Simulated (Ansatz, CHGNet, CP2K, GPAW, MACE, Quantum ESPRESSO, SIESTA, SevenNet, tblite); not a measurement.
# What went wrong? Quantum ESPRESSO on twisted Ti2CO2 MXene bilayer, 38.21° (70 atoms)

Program: Quantum ESPRESSO 7.5, a calculation on a cell of 14 C, 28 Ti and 28 O, with vacuum.

Contents of pw.in:

```
&control
  calculation = 'scf'
  pseudo_dir = './pseudo'
  outdir = './tmp'
  disk_io = 'none'
  tprnfor = .true.
/
&system
  ibrav = 0
  nat = 70
  ntyp = 3
  ecutwf = 60
  ecutrho = 480
  nosym = .true.
  occupations = 'smearing'
  smearing = 'fd'
  degauss = 0.003675
/
&electrons
  conv_thr = 3.5e-07
  electron_maxstep = 50
  mixing_beta = 0.2
  mixing_mode = 'local-TF'
  diagonalization = 'david'
/
ATOMIC_SPECIES
C 12.011 C.upf
Ti 47.867 Ti.upf
O 15.999 O.upf
CELL_PARAMETERS angstrom
8.01660 0.00000 0.00000
-4.00830 6.94258 0.00000
0.00000 0.00000 23.80000
ATOMIC_POSITIONS crystal
C 0.00124 0.99963 0.34539
Ti 0.19009 0.23790 0.40114
Ti 0.24026 0.04212 0.29093
O 0.24223 0.05302 0.43835
O 0.18945 0.23896 0.25079
C 0.14251 0.42279 0.34470
Ti 0.33450 0.67071 0.40244
Ti 0.38215 0.47720 0.28948
O 0.37822 0.46913 0.43643
O 0.34257 0.67381 0.25075
[... 56 atom lines left out ...]
Ti 0.04554 0.79820 0.71011
Ti 0.10405 0.04381 0.60095
O 0.08692 0.02657 0.74869
O 0.04152 0.78772 0.56161
K_POINTS gamma
```

Run with:

```bash
> OMP_NUM_THREADS=1 mpirun -np 4 pw.x -in pw.in > output.txt
```

Log:

```text
Program PWSCF
 %%%%%%%%%%%%%%%%%%%%%%%%%%%%%%%%%%%%%%%%%%%%%%%%%%%%%%%%%%%%%%%%%%%%%%%%%%%%%%
     Error in routine  read_namelists (1):
      bad line in namelist &system: "  ecutwf = 60" (error could be in the previous line)
 %%%%%%%%%%%%%%%%%%%%%%%%%%%%%%%%%%%%%%%%%%%%%%%%%%%%%%%%%%%%%%%%%%%%%%%%%%%%%%
```

The job ended after 0.49 s (4 MPI ranks of Arm Neoverse V1, shared host; peak memory 0.48 GiB).

Banners, paths, timers and routine set-up lines are dropped from the logs unmarked, and long logs keep their key lines alone; longer cuts are marked.

Q: Find the fault and mend it.

A misspelt keyword: ecutwfc written as ecutwf. Mend: write ecutwfc in place of ecutwf.

The program stopped at the start.

[Also dropped from logs without a mark: logging warnings of Python, and SIESTA's first energy breakdown and zero terms.]

[Logs are printed without paths, hosts, clocks, repeated set-up lines and the standing remarks that a program may print on its own settings, such as how far it seeks lower states.]

[Hosts, paths, dates, database ids (printed as entryN), source tags and the programs' standing remarks are cut or masked in the printed files.]
